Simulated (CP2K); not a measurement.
Consider chloroform at its PBE geometry (Å).

```xyz
5

Cl   -0.8068    1.4937   -0.4278
C     0.0030    0.0013    0.1054
Cl   -0.9099   -1.4416   -0.3978
Cl    1.6833   -0.0643   -0.4766
H     0.0304    0.0110    1.1968
```

Method: CP2K XAS_TDP, all-electron GAPW, PBEh(45%), aug-pc-2, TDA, GW2X-corrected core level, no relativity.

Where do the C K-edge lines lie, and how strong are they?

Leading lines: C2 290.12 eV. The leading line of an atom is its first one with 35 % of the strongest within 2.5 eV of its lowest line over the strength cut. Core ionisation energies at this level: C2 295.42 eV.

The first six lines of each atom with a strength over 0.0015:

| atom | energy (eV) | states | strength, one atom | above the computed threshold |
| --- | --- | --- | --- | --- |
| C2 (bonded to 3 Cl and H) | 290.12 | 3 | 0.1793 |  |
|  | 292.68 | 1 | 0.0179 |  |
|  | 294.48 | 1 | 0.0021 |  |
|  | 295.31 | 1 | 0.0040 |  |
|  | 296.75 | 2 | 0.0052 | yes |
|  | 297.44 | 2 | 0.0043 | yes |

Lines are vertical, at one geometry, with no vibrational structure. GW2X ionisation energies and lines can be off by 1 to 2 eV either way, and a good line position may hide errors that cancel. These values hold no scalar relativity, about 0.1 eV for C 1s. Rydberg lines, and the discretised continuum above threshold, depend on the basis and the box.

[Banner, clock and machine lines of the logs are left out without a mark of their own.]

[Logs are printed without paths, hosts, clocks, repeated set-up lines and the standing remarks that a program may print on its own settings, such as how far it seeks lower states.]

[Hosts, paths, dates, database ids (printed as entryN), source tags and the programs' standing remarks are cut or masked in the printed files.]
